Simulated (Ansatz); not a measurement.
## Finding the fault: graphene zigzag nanoribbon, H-capped, B on C sites (72 atoms)

Program: Ansatz 0.2.0. The cell: 43 C, 5 B and 24 H.

File input.yaml:

```yaml
crystal:
  lattice:
    - [29.52, 0.0, 0.0]
    - [0.0, 15.02056, 0.0]
    - [0.0, 0.0, 10.0]
  atoms:
    - { symbol: C, position: [0.99949, 0.45412, 0.50244] }
    - { symbol: C, position: [0.04102, 0.40749, 0.49822] }
    - { symbol: C, position: [0.04234, 0.59307, 0.49811] }
    - { symbol: C, position: [0.99974, 0.54743, 0.50248] }
    - { symbol: C, position: [0.08307, 0.4553, 0.49707] }
    - { symbol: C, position: [0.1262, 0.40727, 0.50503] }
    - { symbol: C, position: [0.12485, 0.59152, 0.49859] }
    - { symbol: B, position: [0.08237, 0.54956, 0.49814] }
    - { symbol: C, position: [0.16659, 0.4529, 0.49859] }
    - { symbol: C, position: [0.20855, 0.40397, 0.49575] }
    - { symbol: C, position: [0.20894, 0.59172, 0.5015] }
    - { symbol: C, position: [0.16595, 0.54809, 0.49785] }
    - { symbol: C, position: [0.24901, 0.4517, 0.49946] }
    - { symbol: C, position: [0.29186, 0.40404, 0.50219] }
    - { symbol: C, position: [0.29258, 0.59502, 0.50067] }
    - { symbol: C, position: [0.25001, 0.54904, 0.49896] }
    - { symbol: C, position: [0.33295, 0.45424, 0.50141] }
    - { symbol: C, position: [0.37487, 0.40478, 0.49956] }
    [... 48 atom lines left out ...]
    - { symbol: H, position: [0.79063, 0.3315, 0.49994] }
    - { symbol: H, position: [0.79157, 0.66463, 0.49992] }
    - { symbol: H, position: [0.87491, 0.33221, 0.50095] }
    - { symbol: H, position: [0.87485, 0.665, 0.50369] }
    - { symbol: H, position: [0.95734, 0.33164, 0.50211] }
    - { symbol: H, position: [0.95819, 0.66685, 0.49996] }
kpoints:
  mp_grid: { grid: [1, 1, 1] }
hamiltonian:
  xc: pbesol
scf:
  occupations: { method: gaussian, width: 0.05 }
  max_iter: 100
output:
  forces: true
basis:
  ecutwfc: "80 eV"
```

On the command line:

```
$ ansatz run input.yaml --threads 4 --pin off --max-ram 8192MiB --backend cpu --events-out ev --progress --plain --runs-dir out
```

Numbers of over 12 decimals in the logs are rounded to 6 here.

What it wrote:

```text
Warning: basis.ecutwfc = 80 eV is below the records' recommended 420 eV, and the density's cutoff is lower with it unless basis.ecutrho_ratio is high enough to keep the records' density cutoff: compare with a run at a higher cutoff
Engine: ansatz 0.2.0, aarch64-unknown-linux-gnu
Pseudopotentials: kind: paw
Pseudopotential: C, paw, valence charge 4, recommended cutoff 420 eV (normal), C.paw.azcp
Pseudopotential: B, paw, valence charge 3, recommended cutoff 420 eV (normal), B.paw.azcp
Pseudopotential: H, paw, valence charge 1, recommended cutoff 420 eV (normal), H.paw.azcp
[... 3 lines on functional and potentials left out ...]
Crystal: 72 atoms, lattice volume = 4434.069 Å³
Basis set: ecut = 80 eV, 7189 PW (Γ), exchange–correlation on 180×90×60 points (8 copies of the dense FFT grid, shifted against one another)
Bands: 178, of which v1, the nominal top of the filled ones, is band 106 counted from 1 (105 counted from 0)
Symmetry: 1 space group operations
Space group: P1 (ITA 1), of the structure as read, at distance tolerance 1.6e-4 Å
k-points: 1
[... 9 lines on functional and potentials left out ...]
Initial density: superposition of atomic densities (neutral atoms: chi_scale 0, normalization atom), corrected by the library's trained network
Initial wavefunctions: pseudopotential atomic-orbital guess
Functional: x = pbesol(κ = 0.804, μ = 0.123457), c = pbesol(β = 0.046)
SCF iter   1: F=—  HF=-11237.026518 eV  |F-HF|=—  |Δ(HF+E_count)|=         —  Δρ=6.63e-2  dr2=1.73e2  ethr=1.77e-3  ⟨swp⟩=13.0  Hψ=1385  notcnv=0  defer=20
preconditioner: auto → LDOS  [insulator: Δε(μ)=0.503 eV  Ē_g=8.148 eV  σ=0.050 eV  W_gap=0.50  n_scr=332 (ndim 8)  ℏωp=7.1 eV  f_vac=0.708  D(μ)=22.57/eV (n_scr^D=70)  ε∞_Penn≈1.8  β→1.0]
SCF iter   2: F=—  HF=-11183.816379 eV  |F-HF|=—  |Δ(HF+E_count)|=    5.32e1  Δρ=2.17e-2  dr2=8.45e1  ethr=1.77e-3  ⟨swp⟩=5.0  Hψ=637  notcnv=0  defer=64
SCF iter   3: F=—  HF=-11172.295116 eV  |F-HF|=—  |Δ(HF+E_count)|=    1.15e1  Δρ=9.54e-3  dr2=9.67e0  ethr=1.77e-3  ⟨swp⟩=4.0  Hψ=334  notcnv=0  defer=12
automatic band count: iteration 3 solves 123 bands in place of 178: the levels show a gap, and the empty bands left out lie too high to hold charge; the band table lists the bands solved (type scf.n_extra_bands for more)
SCF iter   4: F=—  HF=-11169.890931 eV  |F-HF|=—  |Δ(HF+E_count)|=    2.40e0  Δρ=3.05e-3  dr2=9.39e-1  ethr=1.77e-3  ⟨swp⟩=5.0  Hψ=247  notcnv=0  defer=6
SCF iter   5: F=—  HF=-11169.870101 eV  |F-HF|=—  |Δ(HF+E_count)|=   2.08e-2  Δρ=1.16e-3  dr2=1.96e-1  ethr=4.45e-4  ⟨swp⟩=5.0  Hψ=248  notcnv=0  defer=6
SCF iter   6: F=—  HF=-11169.879181 eV  |F-HF|=—  |Δ(HF+E_count)|=   9.08e-3  Δρ=6.61e-4  dr2=7.29e-2  ethr=9.28e-5  ⟨swp⟩=3.0  Hψ=223  notcnv=0  defer=12
SCF iter   7: F=—  HF=-11169.882067 eV  |F-HF|=—  |Δ(HF+E_count)|=   2.89e-3  Δρ=3.79e-4  dr2=2.80e-2  ethr=3.45e-5  ⟨swp⟩=2.0  Hψ=191  notcnv=0  defer=12
SCF iter   8: F=—  HF=-11169.887805 eV  |F-HF|=—  |Δ(HF+E_count)|=   5.74e-3  Δρ=2.77e-4  dr2=1.57e-2  ethr=1.33e-5  ⟨swp⟩=2.0  Hψ=132  notcnv=0  defer=12
SCF iter   9: F=—  HF=-11169.889317 eV  |F-HF|=—  |Δ(HF+E_count)|=   1.51e-3  Δρ=2.19e-4  dr2=1.11e-2  ethr=7.44e-6  ⟨swp⟩=2.0  Hψ=132  notcnv=0  defer=12
SCF iter  10: F=—  HF=-11169.889398 eV  |F-HF|=—  |Δ(HF+E_count)|=   8.09e-5  Δρ=1.73e-4  dr2=6.77e-3  ethr=5.26e-6  ⟨swp⟩=1.0  Hψ=111  notcnv=0  defer=12
[...]
SCF iter  15: F=—  HF=-11169.890859 eV  |F-HF|=—  |Δ(HF+E_count)|=   4.27e-5  Δρ=2.01e-5  dr2=7.37e-5  ethr=6.55e-8  ⟨swp⟩=2.0  Hψ=133  notcnv=0  defer=12
SCF iter  16: F=—  HF=-11169.625282 eV  |F-HF|=—  |Δ(HF+E_count)|=   2.66e-1  Δρ=3.18e-5  dr2=7.32e-5  ethr=3.49e-8  ⟨swp⟩=3.0  Hψ=281  notcnv=0  defer=12
SCF iter  17: F=—  HF=-11169.625279 eV  |F-HF|=—  |Δ(HF+E_count)|=   3.25e-6  Δρ=1.96e-5  dr2=3.77e-5  ethr=3.47e-8  ⟨swp⟩=2.0  Hψ=186  notcnv=0  defer=12
SCF iter  18: F=—  HF=-11169.625291 eV  |F-HF|=—  |Δ(HF+E_count)|=   1.22e-5  Δρ=1.53e-5  dr2=2.54e-5  ethr=1.79e-8  ⟨swp⟩=2.0  Hψ=191  notcnv=0  defer=12
SCF iter  19: F=—  HF=-11169.625291 eV  |F-HF|=—  |Δ(HF+E_count)|=   5.18e-8  Δρ=1.09e-5  dr2=1.15e-5  ethr=1.21e-8  ⟨swp⟩=2.0  Hψ=160  notcnv=0  defer=12
SCF iter  20: F=—  HF=-11169.625293 eV  |F-HF|=—  |Δ(HF+E_count)|=   2.30e-6  Δρ=6.00e-6  dr2=5.63e-6  ethr=5.44e-9  ⟨swp⟩=2.0  Hψ=132  notcnv=0  defer=12
SCF iter  21: F=—  HF=-11169.625294 eV  |F-HF|=—  |Δ(HF+E_count)|=   1.05e-6  Δρ=2.99e-6  dr2=1.84e-6  ethr=2.67e-9  ⟨swp⟩=2.0  Hψ=172  notcnv=0  defer=12
SCF iter  22: F=—  HF=-11169.625294 eV  |F-HF|=—  |Δ(HF+E_count)|=   2.26e-7  Δρ=1.99e-6  dr2=6.81e-7  ethr=8.70e-10  ⟨swp⟩=3.0  Hψ=197  notcnv=0  defer=12
SCF iter  23: F=—  HF=-11169.625295 eV  |F-HF|=—  |Δ(HF+E_count)|=   3.67e-7  Δρ=1.37e-6  dr2=2.46e-7  ethr=3.23e-10  ⟨swp⟩=3.0  Hψ=209  notcnv=0  defer=12
SCF iter  24: F=-11169.625295 eV  HF=-11169.625295 eV  |F-HF|=2.61e-8  |Δ(HF+E_count)|=   9.11e-8  Δρ=7.05e-7  dr2=7.62e-8  ethr=4.74e-11  ⟨swp⟩=4.0  Hψ=370  notcnv=0
SCF 1 converged in 24 iterations: F = -11169.625295 eV  dr2 = 7.62e-8
[...]
SCF converged after 24 iterations
Free energy (F): -11169.625295 eV
Harris-Foulkes:  -11169.625295 eV  (|F-HF|=2.61e-8)
Internal energy: -11169.597085 eV  (E = F + TS)
E sigma→0 (E₀):  -11169.611190 eV
Entropy (-TS):   -0.028209 eV (-0.392 meV/atom)
Fermi energy:    -2.218091 eV
--- Per-component energies (eV) ---
  E_band       = -2603.674004
  E_kinetic    = 4060.591294
  E_local      = -41644.282896  (includes V_loc(G=0)·N_el)
  E_nonlocal   = 949.987702
  E_hartree    = 18582.510353
  E_xc         = -2444.506607
  E_vxc        = -3045.062367  (∫ρ·V_xc dr)
  E_paw        = -4294.492638  (= ΣΔE_a)
  E_vpaw       = -86.431561  (= ΣTr[D̂ρ^β])
  E_aug_tail   = -3.493845  (compensation charges beyond the density's cutoff)
  E_ewald      = 13623.108675
  E_core_change = 0.980876  (= ΣΔE_core)
  E_smearing   = -0.028209  (= −TS)
  E_closure    = -0.000000  (closes the sum)
  Σ components = -11169.625295   (vs F -11169.625295, Δ=0.00e0)
--- Forces (eV/Å), atoms counted from 1 ---
  atom   1  C     -2.37645282    -4.90978694    -0.05138312
  atom   2  C      2.67848395    -4.09088221     0.04908625
  atom   3  C     -8.35162625     6.96368657     0.06307003
  atom   4  C      0.63118150     4.45728636    -0.04770506
  atom   5  C      1.54903693    -6.37096849     0.16749551
  atom   6  C     -6.79679316    -3.21335293    -0.02224254
  atom   7  C     -0.00084075     7.96988227     0.06914520
  atom   8  B      4.52917221    -2.56550243    -0.08509992
  atom   9  C      4.46916983     0.16944035    -0.30678255
  atom  10  C     -3.13572644     3.41304149     0.09796435
  atom  11  C     -4.74190172     2.56167936     0.08869119
  atom  12  C      4.47377722    -0.36690194     0.04725301
  atom  13  C      4.29001562     1.24320638     0.05518052
  atom  14  C     -1.06951769     1.45579358    -0.12640315
[...]
atom  71  H     -0.10802382    -8.18313239     0.18715809
  atom  72  H     -0.00590037     5.41295708     0.01988652
  max |Σ_I F_I| component: 1.15e-2 eV/Å
```

It took 4.6 s on 4 threads of Arm Neoverse V2, shared host; peak memory 0.49 GiB.

Against a sound run (Kohn-Sham DFT, PBEsol, PAW (set soft_2), plane waves):

- r.m.s. difference of force components: 2229 meV/Å
- longest difference of force vectors: 8364 meV/Å
- force difference over r.m.s. force: 123.5 %

What is at fault here, and what would mend it?

A cutoff far too low: basis.ecutwfc = "80 eV".

The fix is to take out basis.ecutwfc.

The run converged all the same, so the exit status doesn't show the fault.

[Logs are printed without paths, hosts, clocks, repeated set-up lines and the standing remarks that a program may print on its own settings, such as how far it seeks lower states.]

[Hosts, paths, dates, database ids (printed as entryN), source tags and the programs' standing remarks are cut or masked in the printed files.]
